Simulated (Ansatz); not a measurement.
## LaCuC2: relaxing a made-up structure

Starting from a made-up structure for LaCuC2, the aim is the relaxed cell, its shortest contacts and, where a second run follows, its electronic structure.

Main program and level: Ansatz 0.2.0; DFT, PBE, plane-wave PAW, files of the set soft_1, scalar-relativistic, ferromagnetic start, cell and ions relaxed at zero pressure; PAW set soft_1, in the first sound run; inputs show where later runs differ.

## Step 1: Starting point

Symmetry: P4/nmm, No. 129, tetragonal system. The conventional cell has a = 3.776 Å, b = 3.776 Å, c = 7.889 Å, α = 90.00°, β = 90.00°, γ = 90.00°. Nearest to La lie 9 C at 2.48 to 3.00 Å. Cu has 4 C at 2.28 Å nearest. Nearest to C lie 1 C at 1.47 Å and 5 La at 2.48 to 2.67 Å. Nearest to C lie 1 C at 1.47 Å and 4 Cu at 2.28 Å and 4 La at 3.00 Å. Farther neighbours are not listed.

## Step 2: Relaxation of the guess

The guess takes its coordinates from another compound and its volume from a rule, so the cell and any free coordinates are relaxed together.

The input, input.yaml:

```yaml
crystal:
  lattice:
    - [3.776, 0.0, 0.0]
    - [0.0, 3.776, 0.0]
    - [0.0, 0.0, 7.889]
  atoms:
    - { symbol: La, position: [0.5, 0.0, 0.3366] }
    - { symbol: La, position: [0.0, 0.5, 0.6634] }
    - { symbol: Cu, position: [0.5, 0.5, 0.0], spin: 0.6 }
    - { symbol: Cu, position: [0.0, 0.0, 0.0], spin: 0.6 }
    - { symbol: C, position: [0.5, 0.0, 0.6507] }
    - { symbol: C, position: [0.0, 0.5, 0.3493] }
    - { symbol: C, position: [0.5, 0.0, 0.8371] }
    - { symbol: C, position: [0.0, 0.5, 0.1629] }
magnetization:
  spin_polarized: true
kpoints:
  mp_grid: { grid: [7, 7, 4] }
scf:
  occupations: { method: fermi_dirac, width: 0.05 }
hamiltonian:
  xc: pbe
  pseudopotentials: { kind: paw, azcp: { folder: soft_1 } }
relax:
  f_tol: 0.015
  max_steps: 70
  cell: {}
output:
  forces: true
  stress: true
```

Launch:

```bash
$ ansatz run input.yaml --threads 4 --pin off --max-ram 10240MiB --backend cpu --events-out ev --progress --plain --runs-dir out
```

Numbers of over 12 decimals in the logs are rounded to 6 here.

What it wrote:

```text
Engine: ansatz 0.2.0, x86_64-unknown-linux-gnu
Pseudopotentials: kind: paw
Pseudopotential: La, paw, valence charge 11, recommended cutoff 420 eV (normal), soft_1/La.paw.azcp
Pseudopotential: Cu, paw, valence charge 19, recommended cutoff 420 eV (normal), soft_1/Cu.paw.azcp
Pseudopotential: C, paw, valence charge 4, recommended cutoff 420 eV (normal), soft_1/C.paw.azcp
Functional definition: PBE
  parameter kappa = 0.804
  parameter beta = 0.066725
  exchange = pbe_x(kappa = kappa, mu = beta*pi^2/3)
  correlation = pbe_c(beta = beta)
Crystal: 8 atoms, lattice volume = 112.483 Å³
Basis set: ecut = 420 eV, 2187 PW (Γ), exchange–correlation on 54×54×108 points (8 copies of the dense FFT grid, shifted against one another)
Bands: 47, of which v1, the nominal top of the filled ones, is band 38 counted from 1 (37 counted from 0)
Symmetry: 16 space group operations
Space group: P4/nmm (ITA 129), of the structure as read, at distance tolerance 4.8e-5 Å
Magnetic group: BNS 129.411 (UNI 1071), of the structure as read, at distance tolerance 4.8e-5 Å
k-points: 30 of 196
Non-local potential: La, projectors of the file, l = 0: 3, l = 1: 2, l = 2: 2, l = 3: 3
Non-local potential: Cu, projectors of the file, l = 0: 3, l = 1: 2, l = 2: 3, l = 3: 1
Non-local potential: C, projectors of the file, l = 0: 2, l = 1: 2, l = 2: 1
PAW form: soft (Blöchl's): semilocal exchange-correlation on the pseudo side does not see the compensation charge
PAW one-centre angular grid: La, 590 points (default); XC on 64 Gauss nodes
PAW one-centre angular grid: Cu, 590 points (default); XC on 64 Gauss nodes
PAW one-centre angular grid: C, 110 points (default); XC on 64 Gauss nodes
Initial density: superposition of atomic densities (chi_scale 0.1, normalization cell, long waves kept (reshape's long-wave potential 0.50 eV rms))
Starting moments: Σ|m| = 1.2 μB on 2 of 8 sites
Initial wavefunctions: pseudopotential atomic-orbital guess
Functional: x = pbe(κ = 0.804, μ = 0.219515), c = pbe(β = 0.066725)
SCF iter   1: F=—  HF=-26851.222267 eV  |F-HF|=—  |Δ(HF+E_count)|=         —  Δρ=7.79e-1 (↑7.79e-1 ↓7.07e-1)  dr2=4.18e3  dr2_m=1.69e0  M=0.085 μB ∫|m|=0.103 μB  β_m=0.30  ethr=3.10e-3  ⟨swp⟩=6.3  Hψ=10115  notcnv=0
preconditioner: auto → Kerker (q_TF=auto, 2.556 Å⁻¹)  [metal: Δε(μ)=0.001 eV  Ē_g=8.104 eV  σ=0.050 eV  W_gap=0.00  n_scr=38 (ndim 8)  ℏωp=26.2 eV  f_vac=0.000  D(μ)=37.95/eV (n_scr^D=910)]
spin=Collinear: Kerker preconditioning applied to the charge; magnetization (m = ρ↑ − ρ↓) channel mixes plain (no charge-response kernel on spin).
SCF iter   2: F=—  HF=-26872.417727 eV  |F-HF|=—  |Δ(HF+E_count)|=    2.12e1  Δρ=3.26e-1 (↑2.73e-1 ↓3.26e-1)  dr2=2.16e2  dr2_m=8.70e-1  M=0.067 μB ∫|m|=0.069 μB  β_m=0.30  ethr=3.10e-3  ⟨swp⟩=17.4  Hψ=35664  notcnv=0  defer=42
SCF iter   3: F=—  HF=-26780.534387 eV  |F-HF|=—  |Δ(HF+E_count)|=    9.19e1  Δρ=1.98e-1 (↑1.63e-1 ↓1.98e-1)  dr2=8.80e1  dr2_m=3.91e-1  M=0.044 μB ∫|m|=0.049 μB  β_m=0.30  ethr=3.10e-3  ⟨swp⟩=5.6  Hψ=10514  notcnv=0  defer=145
SCF iter   4: F=—  HF=-26764.910310 eV  |F-HF|=—  |Δ(HF+E_count)|=    1.56e1  Δρ=1.35e-1 (↑1.35e-1 ↓1.25e-1)  dr2=6.69e1  dr2_m=2.92e-2  M=0.207 μB ∫|m|=0.284 μB  β_m=0.30  ethr=3.10e-3  ⟨swp⟩=7.9  Hψ=9515  notcnv=0  defer=149
SCF iter   5: F=—  HF=-26758.075940 eV  |F-HF|=—  |Δ(HF+E_count)|=    6.83e0  Δρ=4.29e-2 (↑4.29e-2 ↓3.58e-2)  dr2=7.35e0  dr2_m=9.26e-2  M=0.088 μB ∫|m|=0.109 μB  β_m=0.30  ethr=3.10e-3  ⟨swp⟩=5.7  Hψ=7081  notcnv=0  defer=123
SCF iter   6: F=—  HF=-26755.586956 eV  |F-HF|=—  |Δ(HF+E_count)|=    2.49e0  Δρ=6.23e-2 (↑4.47e-2 ↓6.23e-2)  dr2=8.93e0  dr2_m=8.79e-2  M=0.020 μB ∫|m|=0.035 μB  β_m=0.30  ethr=3.10e-3  ⟨swp⟩=9.0  Hψ=8490  notcnv=0  defer=183
Mixer restart at iter 6: flushing history
spin-set hold released at iteration 6 (site moments contracting): the magnetisation degrees of freedom join the quasi-Newton model from the next iteration; the mixer history was flushed
SCF iter   7: F=—  HF=-26753.947309 eV  |F-HF|=—  |Δ(HF+E_count)|=    1.64e0  Δρ=1.26e-2 (↑1.26e-2 ↓9.86e-3)  dr2=6.42e-1  dr2_m=3.64e-2  M=0.040 μB ∫|m|=0.053 μB  β_m=0.29  ethr=3.10e-3  ⟨swp⟩=7.8  Hψ=7569  notcnv=0  defer=180
SCF iter   8: F=—  HF=-26753.803543 eV  |F-HF|=—  |Δ(HF+E_count)|=   1.44e-1  Δρ=1.15e-2 (↑7.29e-3 ↓1.15e-2)  dr2=4.77e-1  dr2_m=2.37e-2  M=0.028 μB ∫|m|=0.039 μB  β_m=0.54  ethr=8.44e-4  ⟨swp⟩=7.0  Hψ=5875  notcnv=0  defer=174
SCF iter   9: F=—  HF=-26753.705433 eV  |F-HF|=—  |Δ(HF+E_count)|=   9.81e-2  Δρ=7.38e-3 (↑7.38e-3 ↓4.23e-3)  dr2=2.56e-1  dr2_m=4.30e-3  M=0.016 μB ∫|m|=0.022 μB  β_m=0.77  ethr=6.28e-4  ⟨swp⟩=8.3  Hψ=5695  notcnv=0  defer=209
SCF iter  10: F=—  HF=-26753.690078 eV  |F-HF|=—  |Δ(HF+E_count)|=   1.54e-2  Δρ=3.14e-3 (↑2.08e-3 ↓3.14e-3)  dr2=4.13e-2  dr2_m=6.17e-4  M=0.005 μB ∫|m|=0.009 μB  β_m=0.63  ethr=3.37e-4  ⟨swp⟩=6.4  Hψ=4882  notcnv=0  defer=177
SCF iter  11: F=—  HF=-26753.675398 eV  |F-HF|=—  |Δ(HF+E_count)|=   1.47e-2  Δρ=6.77e-4 (↑6.53e-4 ↓6.77e-4)  dr2=4.64e-3  dr2_m=1.08e-6  M=0.000 μB ∫|m|=0.002 μB  β_m=0.82  ethr=5.44e-5  ⟨swp⟩=7.0  Hψ=6149  notcnv=0  defer=181
SCF iter  12: F=—  HF=-26753.674025 eV  |F-HF|=—  |Δ(HF+E_count)|=   1.37e-3  Δρ=4.45e-4 (↑3.94e-4 ↓4.45e-4)  dr2=1.65e-3  dr2_m=9.27e-7  M=-0.000 μB ∫|m|=0.000 μB  β_m=0.82  ethr=6.11e-6  ⟨swp⟩=3.4  Hψ=5070  notcnv=0  defer=149
SCF iter  13: F=—  HF=-26753.673899 eV  |F-HF|=—  |Δ(HF+E_count)|=   1.27e-4  Δρ=3.15e-4 (↑2.59e-4 ↓3.15e-4)  dr2=3.48e-4  dr2_m=8.49e-7  M=-0.000 μB ∫|m|=0.000 μB  β_m=0.91  ethr=2.17e-6  ⟨swp⟩=2.2  Hψ=3185  notcnv=0  defer=144
SCF iter  14: F=—  HF=-26753.673877 eV  |F-HF|=—  |Δ(HF+E_count)|=   2.18e-5  Δρ=5.58e-5 (↑5.58e-5 ↓3.91e-5)  dr2=8.71e-6  dr2_m=1.64e-7  M=-0.000 μB ∫|m|=0.000 μB  β_m=0.82  ethr=4.58e-7  ⟨swp⟩=2.4  Hψ=4075  notcnv=0  defer=143
SCF iter  15: F=—  HF=-26753.673873 eV  |F-HF|=—  |Δ(HF+E_count)|=   4.35e-6  Δρ=9.11e-6 (↑8.58e-6 ↓9.11e-6)  dr2=3.38e-7  dr2_m=2.51e-8  M=-0.000 μB ∫|m|=0.000 μB  β_m=0.89  ethr=1.15e-8  ⟨swp⟩=3.3  Hψ=4831  notcnv=0  defer=142
SCF iter  16: F=—  HF=-26753.673873 eV  |F-HF|=—  |Δ(HF+E_count)|=   7.90e-8  Δρ=3.88e-6 (↑3.08e-6 ↓3.88e-6)  dr2=4.23e-8  dr2_m=1.51e-9  M=-0.000 μB ∫|m|=0.000 μB  β_m=0.94  ethr=1.32e-10  ⟨swp⟩=6.8  Hψ=11336  notcnv=0
SCF iter  17: F=-26753.673873 eV  HF=-26753.673873 eV  |F-HF|=3.44e-8  |Δ(HF+E_count)|=   9.43e-9  Δρ=2.63e-6 (↑2.45e-6 ↓2.63e-6)  dr2=3.06e-8  dr2_m=2.01e-11  M=-0.000 μB ∫|m|=0.000 μB  ethr=5.56e-11  ⟨swp⟩=5.1  Hψ=9173  notcnv=0
[...]
relax step   5: F+E_penalty+E_count = -26754.12603922 eV  Δ(F+E_penalty+E_count) = -1.087e-3 eV  max|allowed force component| = 8.152e-2 eV/Å  Δτ_max = 0.0155 Å  P = +0.375 GPa  Ω = 111.548 Å³  energy of the carried Pulay correction = +7.718e-4 eV  (7 SCF iters, dr2 threshold 8.00e-7 eV, accepted)
[...]
relax step   6: F+E_penalty+E_count = -26754.12689899 eV  Δ(F+E_penalty+E_count) = -8.598e-4 eV  max|allowed force component| = 1.600e-2 eV/Å  Δτ_max = 0.0075 Å  P = -0.037 GPa  Ω = 111.879 Å³  energy of the carried Pulay correction = +4.977e-4 eV  (8 SCF iters, dr2 threshold 4.15e-7 eV, accepted)
[...]
relax step   7: F+E_penalty+E_count = -26754.12701746 eV  Δ(F+E_penalty+E_count) = -1.185e-4 eV  max|allowed force component| = 1.086e-3 eV/Å  Δτ_max = 0.0022 Å  P = -0.009 GPa  Ω = 111.834 Å³  energy of the carried Pulay correction = +5.351e-4 eV  (6 SCF iters, dr2 threshold 3.73e-8 eV, accepted)
[...]
relax step   8: F+E_penalty+E_count = -26754.12733419 eV  Δ(F+E_penalty+E_count) = -3.167e-4 eV  max|allowed force component| = 1.299e-3 eV/Å  Δτ_max = 0.0000 Å  P = -0.002 GPa  Ω = 111.834 Å³  stress off target by 8.45e-2 GPa  SCF on the basis re-selected at this cell (its energy is not comparable with the rows above)  (8 SCF iters)
[...]
relax step   9: F+E_penalty+E_count = -26754.12735470 eV  Δ(F+E_penalty+E_count) = -2.050e-5 eV  max|allowed force component| = 3.557e-4 eV/Å  Δτ_max = 0.0006 Å  P = +0.001 GPa  Ω = 111.833 Å³  energy of the carried Pulay correction = -6.497e-6 eV  (7 SCF iters, dr2 threshold 1.78e-8 eV, accepted)
iter 1 solved again at ethr=5.53e-7 eV; its pass at ethr=3.10e-3 eV (dr2=4.20e-4 eV) is discarded
SCF iter   1: F=—  HF=-26754.127360 eV  |F-HF|=—  |Δ(HF+E_count)|=         —  Δρ=2.14e-6 (↑2.14e-6 ↓2.12e-6)  dr2=1.12e-8  dr2_m=1.23e-12  M=-0.000 μB ∫|m|=0.000 μB  β_m=0.30  ethr=5.53e-7  ⟨swp⟩=3.7  Hψ=18936  notcnv=0
eigensolver tolerance schedule: the retry pair's looser diagonalisation over-reported the residual by 37661.80 of it (diagonalisation noise at an unbounded share of the residual, at the tolerance the schedule requests for it); recorded, not acted on — ethr = c·dr2/N_el stays at c = 1.0e-1
preconditioner: auto → Kerker (q_TF=auto, 2.558 Å⁻¹)  [metal: Δε(μ)=0.055 eV  Ē_g=9.143 eV  σ=0.050 eV  W_gap=0.26  n_scr=38 (ndim 8)  ℏωp=26.3 eV  f_vac=0.000  D(μ)=3.28/eV (n_scr^D=16)]
spin=Collinear: Kerker preconditioning applied to the charge; magnetization (m = ρ↑ − ρ↓) channel mixes plain (no charge-response kernel on spin).
SCF iter   2: F=—  HF=-26754.127361 eV  |F-HF|=—  |Δ(HF+E_count)|=   1.11e-6  Δρ=9.82e-7 (↑9.82e-7 ↓9.62e-7)  dr2=2.73e-9  dr2_m=6.13e-13  M=-0.000 μB ∫|m|=0.000 μB  β_m=0.35  ethr=1.47e-11  ⟨swp⟩=4.0  Hψ=9146  notcnv=0
SCF iter   3: F=—  HF=-26754.127361 eV  |F-HF|=—  |Δ(HF+E_count)|=  7.09e-10  Δρ=9.79e-7 (↑9.79e-7 ↓9.69e-7)  dr2=4.13e-9  dr2_m=2.68e-13  M=-0.000 μB ∫|m|=0.000 μB  β_m=0.41  ethr=3.59e-12  ⟨swp⟩=2.0  Hψ=3810  notcnv=0
SCF iter   4: F=—  HF=-26754.127361 eV  |F-HF|=—  |Δ(HF+E_count)|=  6.66e-10  Δρ=5.10e-7 (↑5.10e-7 ↓5.09e-7)  dr2=1.56e-9  dr2_m=1.53e-14  M=-0.000 μB ∫|m|=0.000 μB  β_m=0.47  ethr=3.59e-12  ⟨swp⟩=1.2  Hψ=3017  notcnv=0
SCF iter   5: F=—  HF=-26754.127361 eV  |F-HF|=—  |Δ(HF+E_count)|=  7.28e-11  Δρ=1.44e-7 (↑1.44e-7 ↓1.44e-7)  dr2=2.76e-10  dr2_m=4.19e-15  M=0.000 μB ∫|m|=0.000 μB  β_m=0.55  ethr=2.06e-12  ⟨swp⟩=1.5  Hψ=3006  notcnv=0
SCF iter   6: F=-26754.127361 eV  HF=-26754.127361 eV  |F-HF|=2.55e-11  |Δ(HF+E_count)|=    0.00e0  Δρ=8.50e-8 (↑8.50e-8 ↓8.46e-8)  dr2=4.82e-11  dr2_m=9.96e-16  M=0.000 μB ∫|m|=0.000 μB  ethr=1.00e-12  ⟨swp⟩=3.3  Hψ=9317  notcnv=0
the starting moments were not kept: the SCF closed with an absolute magnetisation of 8.1e-9 μB, where they sum to 1.2 μB in size (2 sites). That is at most 0.1 of that sum. Measured as dr2_m measures the in/out step, that magnetisation stands 3.4e-18 eV from none, at or under the dr2_threshold of 8.0e-11 eV: it is no larger than a step whose dr2_m would equal this threshold.
SCF 10 converged in 6 iterations: F = -26754.127361 eV  dr2 = 4.82e-11
relax step  10: F+E_penalty+E_count = -26754.12736065 eV  Δ(F+E_penalty+E_count) = -5.951e-6 eV  max|allowed force component| = 2.614e-4 eV/Å  Δτ_max = 0.0000 Å  P = +0.001 GPa  Ω = 111.833 Å³  stress off target by 3.01e-3 GPa  SCF on the basis re-selected at this cell (its energy is not comparable with the rows above)  (6 SCF iters)
basis re-selected at this cell: Δ(F+E_penalty+E_count) = -5.951e-6 eV, ΔP = +0.000 GPa vs the last step (what re-selecting the basis moved, of the pressure what is left beyond the Pulay correction that the steps carried, after the strain that the cell walked since its last selection, with what the two solves' SCF thresholds leave and, on support functions, any second-order correction that the steps lacked; it is no m [...]
SCF converged after 6 iterations
Magnetization: 0.0000 μB (38.0000 up, 38.0000 down)
Absolute magnetization: 0.0000 μB (∫|ρ↑−ρ↓|, with the PAW one-centre terms)
Spin contamination: 0.0000 ħ² per cell (⟨S²⟩ above its minimum at these occupations)
Per-site moments (μB) at R_I (Å): [(8.703595031268732e-11, 1.055384), (8.703620154294277e-11, 1.055384), (-3.313948966667808e-10, 0.940861), (-3.3139487916372423e-10, 0.940861), (2.6339202102394363e-10, 0.564374), (2.633919668515012e-10, 0.564374), (2.8297120402768734e-10, 0.564374), (2.829713711686595e-10, 0.564374)]
Free energy (F): -26754.127361 eV
Harris-Foulkes:  -26754.127361 eV  (|F-HF|=2.55e-11)
Internal energy: -26754.099453 eV  (E = F + TS)
E sigma→0 (E₀):  -26754.113407 eV
Entropy (-TS):   -0.027908 eV (-3.489 meV/atom)
Fermi energy:    13.412991 eV
--- Per-component energies (eV) ---
  E_band       = -805.302756
  E_kinetic    = 1234.132075
  E_local      = -14690.616410  (includes V_loc(G=0)·N_el)
  E_nonlocal   = 2053.542247
  E_hartree    = 6478.108867
  E_xc         = -610.699000
  E_vxc        = -698.646403  (∫ρ·V_xc dr)
  E_paw        = -14863.183426  (= ΣΔE_a)
  E_vpaw       = -1659.933958  (= ΣTr[D̂ρ^β])
  E_aug_tail   = 0.002128  (compensation charges beyond the density's cutoff)
  E_ewald      = -6355.385934
  E_smearing   = -0.027908  (= −TS)
  E_closure    = -0.000000  (closes the sum)
  Σ components = -26754.127361   (vs F -26754.127361, Δ=0.00e0)
--- Forces (eV/Å), atoms counted from 1 ---
  atom   1  La    -0.00000000     0.00000000    -0.00026138
  atom   2  La     0.00000000     0.00000000     0.00026138
  atom   3  Cu     0.00000000     0.00000000     0.00000000
  atom   4  Cu    -0.00000000     0.00000000     0.00000000
  atom   5  C     -0.00000000     0.00000000     0.00016357
  atom   6  C      0.00000000     0.00000000    -0.00016357
  atom   7  C     -0.00000000     0.00000000    -0.00016673
  atom   8  C      0.00000000     0.00000000     0.00016673
  max |Σ_I F_I| component: 1.71e-18 eV/Å
--- Stress (GPa, compression-positive) ---
        0.002617       0.000000       0.000000
        0.000000       0.002617       0.000000
        0.000000       0.000000      -0.003014
  P = ⅓ Tr σ = 0.0007 GPa (0.007 kbar)
--- Relaxed structure (8 steps of the walk, 8 accepted, 2 SCFs on fresh bases) ---
  F+E_penalty+E_count = -26754.12736065 eV   max|allowed force component| = 2.614e-4 eV/Å   (the final SCF, on the basis selected at the relaxed cell)
  cell:  # Å, volume = 111.8330 Å³
    - [3.826781, 0, 0.0]
    - [0, 3.826781, 0.0]
    - [0.0, 0.0, 7.636649]
  atoms:
    - { symbol: La, position: [0.500000, 0, 0.323239] }
    - { symbol: La, position: [0, 0.500000, 0.676761] }
    - { symbol: Cu, position: [0.500000, 0.500000, -3.848099991075437e-19] }
    - { symbol: Cu, position: [0, 0, -3.848099991075437e-19] }
    - { symbol: C, position: [0.500000, 0, 0.658269] }
    - { symbol: C, position: [0, 0.500000, 0.341731] }
    - { symbol: C, position: [0.500000, 0, 0.837428] }
    - { symbol: C, position: [0, 0.500000, 0.162572] }
```

The job ended after 46 s (4 threads of AMD EPYC 7B13 (Zen 3), shared host; peak memory 0.7 GiB; 2.9 min of CPU time).

The steps of the relaxation:

| step | energy less that of the first step (eV) | largest force component (eV/Å) | pressure (GPa) | volume (Å³) |
| --- | --- | --- | --- | --- |
| 1 | 0.0000 | 2.9546 | -2.99 | 112.48 |
| 2 | -0.2600 | 1.5039 | -2.23 | 111.77 |
| 3 | -0.4340 | 0.7731 | 1.20 | 111.39 |
| 4 | -0.4511 | 0.0919 | -0.03 | 111.78 |
| 5 | -0.4522 | 0.0815 | 0.38 | 111.55 |
| 6 | -0.4530 | 0.0160 | -0.04 | 111.88 |
| 7 | -0.4531 | 0.0011 | -0.01 | 111.83 |
| 8* | -0.4535 | 0.0013 | 0.00 | 111.83 |
| 9 | -0.4535 | 0.0004 | 0.00 | 111.83 |
| 10* | -0.4535 | 0.0003 | 0.00 | 111.83 |

Relaxation steps marked * repeat the geometry before them on a plane-wave basis chosen anew for their cell, so energy and pressure can jump there.

The run keeps the 16 symmetry operations that it works with, so distortions that break them were not tested.

| conventional cell, symmetrised | before | after | change |
| --- | --- | --- | --- |
| a (Å) | 3.776 | 3.827 | +1.3 % |
| b (Å) | 3.776 | 3.827 | +1.3 % |
| c (Å) | 7.889 | 7.637 | -3.2 % |
| volume (Å³/atom) | 14.06 | 13.98 | -0.6 % |

The atoms that moved most (Å, as changes of fractional coordinates times the final cell):

| atom | dx | dy | dz | length |
| --- | --- | --- | --- | --- |
| La2 | 0.000 | 0.000 | 0.102 | 0.102 |
| La1 | 0.000 | 0.000 | -0.102 | 0.102 |
| C6 | 0.000 | 0.000 | -0.058 | 0.058 |
| C5 | 0.000 | 0.000 | 0.058 | 0.058 |

Final coordinates:

```cif
data_structure
_symmetry_space_group_name_H-M 'P 1'
_symmetry_Int_Tables_number 1
_cell_length_a 3.8268
_cell_length_b 3.8268
_cell_length_c 7.6366
_cell_angle_alpha 90.000
_cell_angle_beta 90.000
_cell_angle_gamma 90.000
_cell_volume 111.83
loop_
_atom_site_label
_atom_site_type_symbol
_atom_site_fract_x
_atom_site_fract_y
_atom_site_fract_z
_atom_site_occupancy
La1 La 0.50000 0.00000 0.32324 1
La2 La 0.00000 0.50000 0.67676 1
Cu3 Cu 0.50000 0.50000 0.00000 1
Cu4 Cu 0.00000 0.00000 0.00000 1
C5 C 0.50000 0.00000 0.65827 1
C6 C 0.00000 0.50000 0.34173 1
C7 C 0.50000 0.00000 0.83743 1
C8 C 0.00000 0.50000 0.16257 1
```

Numbers from this step:

```yaml
free_energy: -26754.1274 eV
energy_at_zero_smearing: -26754.1134 eV
smearing_term_ts: 0.02791 eV
fermi_energy: 13.41 eV
electrons: 76
symmetry_operations: 16
pressure: 7.40e-4 GPa
```

Shortest distances by pair of elements, guess and relaxed (not always the same contact):

| pair | guess (Å) | relaxed (Å) |
| --- | --- | --- |
| C–C | 1.471 | 1.368 |
| C–Cu | 2.284 | 2.281 |
| C–La | 2.478 | 2.559 |
| Cu–Cu | 2.670 | 2.706 |
| Cu–La | 3.258 | 3.123 |

The relaxation ends with a largest force component of 2.6e-4 eV/Å and a pressure of 0.00 GPa. The starting moments have collapsed: the run ends non-magnetic.

[end of part 1 of 2]

[Logs are printed without paths, hosts, clocks, repeated set-up lines and the standing remarks that a program may print on its own settings, such as how far it seeks lower states.]

[Hosts, paths, dates, database ids (printed as entryN), source tags and the programs' standing remarks are cut or masked in the printed files.]
